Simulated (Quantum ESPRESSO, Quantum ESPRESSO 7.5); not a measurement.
# Cu(111), 5 layers: vacuum convergence

Wanted: the cheapest sound input for Cu(111), 5 layers, from a series that sets result against time.

Main program and level: Quantum ESPRESSO 7.5; plane-wave DFT, PBE, GBRV ultrasoft pseudopotentials.

## (1) Starting point

The cell holds 5 atoms: 5 Cu. Its edges and angles: a = 2.553 Å, b = 2.553 Å, c = 32.337 Å, α = 90.0°, β = 90.0°, γ = 60.0°. It derives from Cu. Vacuum lies along c.

## (2) Ground state: 24 Å of vacuum

The first run is the reference of the series.

File c0.in:

```
&control
  prefix = 'c0'
  outdir = './out'
  pseudo_dir = './pseudo'
  calculation = 'scf'
  tprnfor = .true.
/
&system
  ibrav = 0
  nat = 5
  ntyp = 1
  ecutwfc = 40
  ecutrho = 200
  occupations = 'smearing'
  smearing = 'mv'
  degauss = 0.02
/
&electrons
  conv_thr = 1e-07
  mixing_beta = 0.4
  electron_maxstep = 120
  mixing_mode = 'local-TF'
/
ATOMIC_SPECIES
  Cu  63.5460  cu_pbe_v1.2.uspp.F.UPF
CELL_PARAMETERS angstrom
  2.55265548008344 0.00000000000000 0.00000000000000
  1.27632774004172 2.21066449286182 0.00000000000000
  0.00000000000000 0.00000000000000 32.33693788709819
ATOMIC_POSITIONS crystal
  Cu  0.666666666700 0.666666666700 0.371092650822
  Cu  0.000000000000 0.000000000000 0.435546325411
  Cu  0.333333333300 0.333333333300 0.500000000000
  Cu  0.666666666700 0.666666666700 0.564453674589
  Cu  0.000000000000 0.000000000000 0.628907349178
K_POINTS automatic
  12 12 1 0 0 0
```

On the command line:

```console
OMP_NUM_THREADS=1 mpirun -n 4 pw.x -nk 4 -in c0.in > c0.out
```

Output:

```text
Program PWSCF v.7.5 starts
[citation notice left out]

     Parallel version (MPI & OpenMP), running on       4 processor cores
     Number of MPI processes:                 4
     Threads/MPI process:                     1

     MPI processes distributed on     1 nodes
[...]
Current dimensions of program PWSCF are:
     Max number of different atomic species (ntypx) = 10
     Max number of k-points (npk) =  40000
     Max angular momentum in pseudopotentials (lmaxx) =  4
     Message from routine setup:
     using ibrav=0 with symmetry is DISCOURAGED, use correct ibrav instead

     K-points division:     npool     =       4
     Subspace diagonalization in iterative solution of the eigenvalue problem:
     a serial algorithm will be used

     G-vector sticks info
     --------------------
     sticks:   dense  smooth     PW     G-vecs:    dense   smooth      PW
     Sum         313     253     85                58619    42199    8195

     Using Slab Decomposition

     bravais-lattice index     =            0
     lattice parameter (alat)  =       4.8238  a.u.
     unit-cell volume          =    1231.4323 (a.u.)^3
     number of atoms/cell      =            5
     number of atomic types    =            1
     number of electrons       =        95.00
     number of Kohn-Sham states=           58
     kinetic-energy cutoff     =      40.0000  Ry
     charge density cutoff     =     200.0000  Ry
     scf convergence threshold =      1.0E-07
     mixing beta               =       0.4000
     number of iterations used =            8  local-TF  mixing
     Exchange-correlation= SLA  PW   PBE  PBE
                           (   1   4   3   4   0   0   0)

     celldm(1)=   4.823820  celldm(2)=   0.000000  celldm(3)=   0.000000
     celldm(4)=   0.000000  celldm(5)=   0.000000  celldm(6)=   0.000000

     crystal axes: (cart. coord. in units of alat)
               a(1) = (   1.000000   0.000000   0.000000 )
               a(2) = (   0.500000   0.866025   0.000000 )
               a(3) = (   0.000000   0.000000  12.667960 )

     reciprocal axes: (cart. coord. in units 2 pi/alat)
               b(1) = (  1.000000 -0.577350  0.000000 )
               b(2) = (  0.000000  1.154701  0.000000 )
               b(3) = (  0.000000  0.000000  0.078939 )

     PseudoPot. # 1 for Cu read from file:
     ./pseudo/cu_pbe_v1.2.uspp.F.UPF
     Pseudo is Ultrasoft + core correction, Zval = 19.0
     Generated by new atomic code, or converted to UPF format
     Using radial grid of  867 points,  6 beta functions with:
                l(1) =   0
                l(2) =   0
                l(3) =   1
                l(4) =   1
                l(5) =   2
                l(6) =   2
     Q(r) pseudized with  8 coefficients,  rinner =    1.150   1.150   1.150
                                                       1.150   1.150

     atomic species   valence    mass     pseudopotential
     Cu               19.00    63.54600     Cu( 1.00)

     12 Sym. Ops., with inversion, found ( 6 have fractional translation)

   Cartesian axes

     site n.     atom                  positions (alat units)
         1        Cu     tau(   1) = (   1.0000000   0.5773503   4.7009869  )
         2        Cu     tau(   2) = (   0.0000000   0.0000000   5.5174835  )
         3        Cu     tau(   3) = (   0.5000000   0.2886751   6.3339801  )
         4        Cu     tau(   4) = (   1.0000000   0.5773503   7.1504767  )
         5        Cu     tau(   5) = (   0.0000000   0.0000000   7.9669732  )

     number of k points=    19  Marzari-Vanderbilt smearing, width (Ry)=  0.0200
                       cart. coord. in units 2pi/alat
        k(    1) = (   0.0000000   0.0000000   0.0000000), wk =   0.0138889
        k(    2) = (   0.0000000   0.0962250   0.0000000), wk =   0.0833333
        k(    3) = (   0.0000000   0.1924501   0.0000000), wk =   0.0833333
        k(    4) = (   0.0000000   0.2886751   0.0000000), wk =   0.0833333
        k(    5) = (   0.0000000   0.3849002   0.0000000), wk =   0.0833333
        k(    6) = (   0.0000000   0.4811252   0.0000000), wk =   0.0833333
        k(    7) = (   0.0000000  -0.5773503   0.0000000), wk =   0.0416667
        k(    8) = (   0.0833333   0.1443376   0.0000000), wk =   0.0833333
        k(    9) = (   0.0833333   0.2405626   0.0000000), wk =   0.1666667
        k(   10) = (   0.0833333   0.3367877   0.0000000), wk =   0.1666667
[...]
k(   19) = (   0.3333333  -0.5773503   0.0000000), wk =   0.0277778

     Dense  grid:    58619 G-vectors     FFT dimensions: (  24,  24, 288)

     Smooth grid:    42199 G-vectors     FFT dimensions: (  24,  24, 250)

     Estimated max dynamical RAM per process >     116.90 MB

     Estimated total dynamical RAM >     424.67 MB

     Initial potential from superposition of free atoms

     starting charge      90.0000, renormalised to      95.0000

     negative rho (up, down):  2.599E-04 0.000E+00
     Starting wfcs are   65 randomized atomic wfcs

     total cpu time spent up to now is        1.3 secs

     per-process dynamical memory:    67.0 Mb

     Self-consistent Calculation

     iteration #  1     ecut=    40.00 Ry     beta= 0.40
     Davidson diagonalization with overlap
     ethr =  1.00E-02,  avg # of iterations =  8.3

     negative rho (up, down):  7.150E-02 0.000E+00

     total cpu time spent up to now is        6.1 secs

     total energy              =   -2011.41168798 Ry
     estimated scf accuracy    <      89.16712682 Ry

     iteration #  2     ecut=    40.00 Ry     beta= 0.40
[...]
negative rho (up, down):  3.150E-02 0.000E+00

[...]
total energy              =   -2018.82012819 Ry
     estimated scf accuracy    <       0.47527068 Ry

     iteration #  3     ecut=    40.00 Ry     beta= 0.40
[...]
negative rho (up, down):  5.034E-03 0.000E+00

[...]
total energy              =   -2018.83892496 Ry
     estimated scf accuracy    <       0.21596401 Ry

     iteration #  4     ecut=    40.00 Ry     beta= 0.40
[...]
negative rho (up, down):  3.913E-03 0.000E+00

[...]
total energy              =   -2018.85127448 Ry
     estimated scf accuracy    <       0.06705220 Ry

     iteration #  5     ecut=    40.00 Ry     beta= 0.40
[...]
negative rho (up, down):  7.095E-05 0.000E+00

[...]
total energy              =   -2018.84992721 Ry
     estimated scf accuracy    <       0.05997297 Ry

[...]
total energy              =   -2018.84090483 Ry
     estimated scf accuracy    <       0.00195627 Ry

     iteration # 13     ecut=    40.00 Ry     beta= 0.40
[...]
negative rho (up, down):  8.761E-03 0.000E+00

[...]
total energy              =   -2018.84071311 Ry
     estimated scf accuracy    <       0.00244712 Ry

     iteration # 14     ecut=    40.00 Ry     beta= 0.40
[...]
negative rho (up, down):  6.350E-03 0.000E+00

[...]
total energy              =   -2018.84082273 Ry
     estimated scf accuracy    <       0.00036099 Ry

     iteration # 15     ecut=    40.00 Ry     beta= 0.40
[...]
negative rho (up, down):  3.387E-03 0.000E+00

[...]
total energy              =   -2018.84084041 Ry
     estimated scf accuracy    <       0.00013346 Ry

     iteration # 16     ecut=    40.00 Ry     beta= 0.40
[...]
negative rho (up, down):  1.916E-03 0.000E+00

[...]
total energy              =   -2018.84085930 Ry
     estimated scf accuracy    <       0.00008482 Ry

     iteration # 17     ecut=    40.00 Ry     beta= 0.40
[...]
negative rho (up, down):  5.090E-04 0.000E+00

[...]
total energy              =   -2018.84084840 Ry
     estimated scf accuracy    <       0.00002592 Ry

     iteration # 18     ecut=    40.00 Ry     beta= 0.40
[...]
negative rho (up, down):  9.587E-04 0.000E+00

[...]
total energy              =   -2018.84084858 Ry
     estimated scf accuracy    <       0.00001064 Ry

     iteration # 19     ecut=    40.00 Ry     beta= 0.40
[...]
negative rho (up, down):  2.955E-04 0.000E+00

[...]
total energy              =   -2018.84085052 Ry
     estimated scf accuracy    <       0.00001256 Ry

     iteration # 20     ecut=    40.00 Ry     beta= 0.40
[...]
negative rho (up, down):  3.026E-04 0.000E+00

[...]
total energy              =   -2018.84084933 Ry
     estimated scf accuracy    <       0.00000470 Ry

     iteration # 21     ecut=    40.00 Ry     beta= 0.40
[...]
negative rho (up, down):  1.902E-04 0.000E+00

[...]
total energy              =   -2018.84084953 Ry
     estimated scf accuracy    <       0.00000047 Ry

     iteration # 22     ecut=    40.00 Ry     beta= 0.40
[...]
negative rho (up, down):  1.514E-04 0.000E+00

[...]
End of self-consistent calculation

          k = 0.0000 0.0000 0.0000 (  5223 PWs)   bands (ev):

  -110.5406-110.5400-110.4996-110.2569-110.2569 -67.9609 -67.9277 -67.8901
   -67.8901 -67.8896 -67.8896 -67.8826 -67.8300 -67.8300 -67.6252 -67.6252
   -67.6251 -67.6251 -67.6094 -67.6093  -7.1164  -6.2449  -4.9002  -3.6402
    -3.1278  -1.1067  -1.0871  -0.9835  -0.9835  -0.9183  -0.8942  -0.8942
    -0.8906  -0.8906  -0.6497  -0.6497  -0.6264  -0.6264  -0.5585  -0.1387
    -0.1387  -0.0851  -0.0851   0.1296   0.1296   0.3581   0.3581   0.4485
     0.4485   1.0008   1.6774   6.1618   6.4086   6.5832   7.2066   7.4055
     8.4094   8.5943

          k = 0.0000 0.0962 0.0000 (  5225 PWs)   bands (ev):

  -110.5399-110.5393-110.4990-110.2563-110.2562 -67.9592 -67.9273 -67.8965
   -67.8957 -67.8916 -67.8910 -67.8816 -67.8353 -67.8313 -67.6307 -67.6307
   -67.6266 -67.6266 -67.6088 -67.6088  -6.8928  -6.0279  -4.6957  -3.4552
    -2.9767  -1.2099  -1.1703  -1.0428  -0.9578  -0.9280  -0.9103  -0.8996
    -0.8352  -0.8161  -0.7242  -0.6670  -0.6366  -0.5904  -0.5522  -0.2066
    -0.1931  -0.0662  -0.0551   0.0693   0.1296   0.1383   0.3573   0.4333
     0.4519   1.4589   2.2551   6.3403   6.6209   6.7858   7.4171   7.5904
     8.6095   8.7985

          k = 0.0000 0.1925 0.0000 (  5207 PWs)   bands (ev):

  -110.5381-110.5376-110.4974-110.2545-110.2545 -67.9546 -67.9264 -67.9124
   -67.9109 -67.8956 -67.8949 -67.8820 -67.8495 -67.8351 -67.6459 -67.6459
   -67.6304 -67.6304 -67.6073 -67.6072  -6.2389  -5.4001  -4.1218  -2.9606
    -2.5804  -1.4714  -1.3359  -1.2335  -1.1904  -1.0097  -0.9115  -0.8139
    -0.7589  -0.7562  -0.6671  -0.6379  -0.6007  -0.4845  -0.3847  -0.3491
    -0.2554  -0.1955  -0.1223  -0.0451   0.1270   0.1871   0.3538   0.4608
     0.8851   2.2660   3.4115   6.8644   7.2576   7.4010   8.0485   8.1625
     9.2200   9.4116

          k = 0.0000 0.2887 0.0000 (  5246 PWs)   bands (ev):

  -110.5356-110.5352-110.4952-110.2522-110.2522 -67.9507 -67.9325 -67.9303
   -67.9252 -67.9011 -67.9002 -67.8842 -67.8677 -67.8401 -67.6666 -67.6665
   -67.6357 -67.6357 -67.6052 -67.6052  -5.2209  -4.4578  -3.3566  -2.4413
    -2.1601  -1.7838  -1.5131  -1.3958  -1.3309  -1.1095  -0.9094  -0.8648
    -0.7320  -0.7256  -0.6063  -0.5743  -0.4850  -0.3854  -0.2858  -0.2582
    -0.0833  -0.0671   0.0124   0.0842   0.1483   0.3495   0.4199   0.4728
     1.4803   3.2456   4.8535   7.7213   8.3157   8.4434   9.0981   9.1508
    10.2457  10.4245

          k = 0.0000 0.3849 0.0000 (  5256 PWs)   bands (ev):

  -110.5330-110.5328-110.4930-110.2498-110.2498 -67.9607 -67.9529 -67.9349
   -67.9251 -67.9066 -67.9055 -67.8896 -67.8820 -67.8452 -67.6871 -67.6871
   -67.6410 -67.6409 -67.6031 -67.6031  -4.0285  -3.4795  -2.8296  -2.3155
    -2.1009  -1.9920  -1.7225  -1.4645  -1.1701  -1.1243  -0.9115  -0.8242
    -0.8011  -0.5338  -0.5205  -0.3012  -0.2125  -0.1733   0.0306   0.1034
     0.1418   0.1949   0.2242   0.3056   0.3462   0.4051   0.4987   0.8111
     2.3334   4.4060   6.4933   8.6341   9.2498   9.8032   9.9057  10.2243
    10.5633  10.7667

          k = 0.0000 0.4811 0.0000 (  5270 PWs)   bands (ev):

  -110.5312-110.5311-110.4913-110.2481-110.2481 -67.9746 -67.9681 -67.9366
   -67.9206 -67.9107 -67.9094 -67.8983 -67.8871 -67.8489 -67.7021 -67.7021
   -67.6448 -67.6448 -67.6016 -67.6016  -3.1435  -2.8907  -2.6920  -2.3408
    -2.2448  -2.1050  -1.9143  -1.5409  -1.1540  -1.0044  -0.8735  -0.7788
    -0.7446  -0.5639  -0.1872  -0.1284   0.0875   0.2116   0.3352   0.3488
     0.3797   0.4083   0.4997   0.6211   0.6305   0.7013   1.2177   1.8809
     3.4077   5.0164   6.6871   7.3651   8.0875   8.9474  10.2445  10.9382
    11.7443  11.7990

[...]
the Fermi energy is     1.9961 ev

!    total energy              =   -2018.84084941 Ry
     estimated scf accuracy    <       0.00000004 Ry
     smearing contrib. (-TS)   =      -0.00011464 Ry
     internal energy E=F+TS    =   -2018.84073476 Ry

     The total energy is F=E-TS. E is the sum of the following terms:
     one-electron contribution =  -28071.37386853 Ry
     hartree contribution      =   14044.39074239 Ry
     xc contribution           =    -193.97416166 Ry
     ewald contribution        =   12202.11655303 Ry

     convergence has been achieved in  22 iterations

     negative rho (up, down):  1.514E-04 0.000E+00

     Forces acting on atoms (cartesian axes, Ry/au):

     atom    1 type  1   force =     0.00000000   -0.00000000   -0.00065139
     atom    2 type  1   force =     0.00000000    0.00000000   -0.00061888
     atom    3 type  1   force =     0.00000000    0.00000000    0.00000000
     atom    4 type  1   force =     0.00000000    0.00000000    0.00061888
     atom    5 type  1   force =     0.00000000    0.00000000    0.00065139

     Total force =     0.001271     Total SCF correction =     0.000849
     SCF correction compared to forces is large: reduce conv_thr to get better values

[...]
=------------------------------------------------------------------------------=
   JOB DONE.
=------------------------------------------------------------------------------=
```

Wall time 73 s (4 MPI ranks of Arm Neoverse V2, shared host); peak memory 0.51 GiB; 4.9 min of CPU time.

Numbers from this step:

| Quantity | Value |
| --- | --- |
| free energy | -27467.7291 eV |
| Fermi energy | 1.996 eV |

The program's own clock; routines nest. Time by routine:

```csv
routine,wall time (s),calls
PWSCF,72.41,1
electrons,70.76,1
c_bands,53.56,22
cegterg,49.37,110
h_psi,32.53,647
fftw,29,38242
vloc_psi,27.05,647
sum_band,8.1,22
mix_rho,6.77,22
ffts,4.49,2620
calbec,3.75,777
h_psi:calbec,2.59,647
add_vuspsi,2.57,647
s_psi,2.56,647
```

The run needed 22 iterations to bring the estimated error under 1e-07 Ry; the largest force on any atom, held or free, is 0.02 eV/Å.

## (3) Potential by pp.x

plot_num = 11 writes the bare and Hartree potential. It leaves out exchange and correlation, which fade slowly, so it flattens close to the surface.

File c0.pot.in:

```
&inputpp
  prefix = 'c0'
  outdir = './out'
  filplot = 'c0.pot.dat'
  plot_num = 11
/
```

On the command line:

```console
OMP_NUM_THREADS=1 mpirun -n 4 pp.x -in c0.pot.in > c0.pot.out
```

Output:

```text
[banner, memory and clock lines left out]
Program POST-PROC v.7.5 starts

          URL

     ./out/c0.save/

     IMPORTANT: XC functional enforced from input :
     Exchange-correlation= PBE
                           (   1   4   3   4   0   0   0)
     Any further DFT definition will be discarded
     Please, verify this is what you really want

     negative rho (up, down):  1.514E-04 0.000E+00

     Calling punch_plot, plot_num =  11
     Writing data to file  c0.pot.dat
     Message from routine chdens:
     namelist plot not found or invalid, exiting
```

It took 0.79 s on 4 MPI ranks; peak memory 0.09 GiB.

Numbers from this step:

```
potential in the middle of the vacuum, over the Fermi level : 4.776 eV
```

The potential energy, planar mean oscillates, so the rows of the table below give means over windows of 2.13 Å about each position, cut where the curve ends. Its maxima inside the range that stand out by 2 % of the span (Å: eV): 13.0: -0.00962, 15.2: -0.00143, 17.2: -0.00143, 19.3: -0.00962. Its minima: 12.0: -24.1, 14.0: -24.2, 16.2: -24.2, 18.3: -24.2, 20.3: -24.1.

Electrostatic potential energy of an electron; zero at the Fermi level. Potential energy, planar mean against z; means over each step:

```csv
z (Å),"potential energy, planar mean (eV)"
1.06,4.78
3.19,4.78
5.32,4.78
7.46,4.77
9.58,4.54
11.71,-9.08
13.84,-9.92
15.97,-9.81
18.11,-9.90
20.23,-9.62
22.36,4.13
24.50,4.77
26.62,4.78
28.75,4.78
30.89,4.78
```

Inside the slab this potential holds the local part of the pseudopotentials, which can be repulsive at the nuclei; only its value in the vacuum has a meaning of its own.

(Part 1 of 3 ends here.)

[Logs are printed without paths, hosts, clocks, repeated set-up lines and the standing remarks that a program may print on its own settings, such as how far it seeks lower states.]

[Hosts, paths, dates, database ids (printed as entryN), source tags and the programs' standing remarks are cut or masked in the printed files.]

[Maps of the electrostatic potential energy from Ansatz leave out the sawtooth potential of an applied field or a dipole correction, so their vacuum need not be flat; planar profiles and work functions include it.]
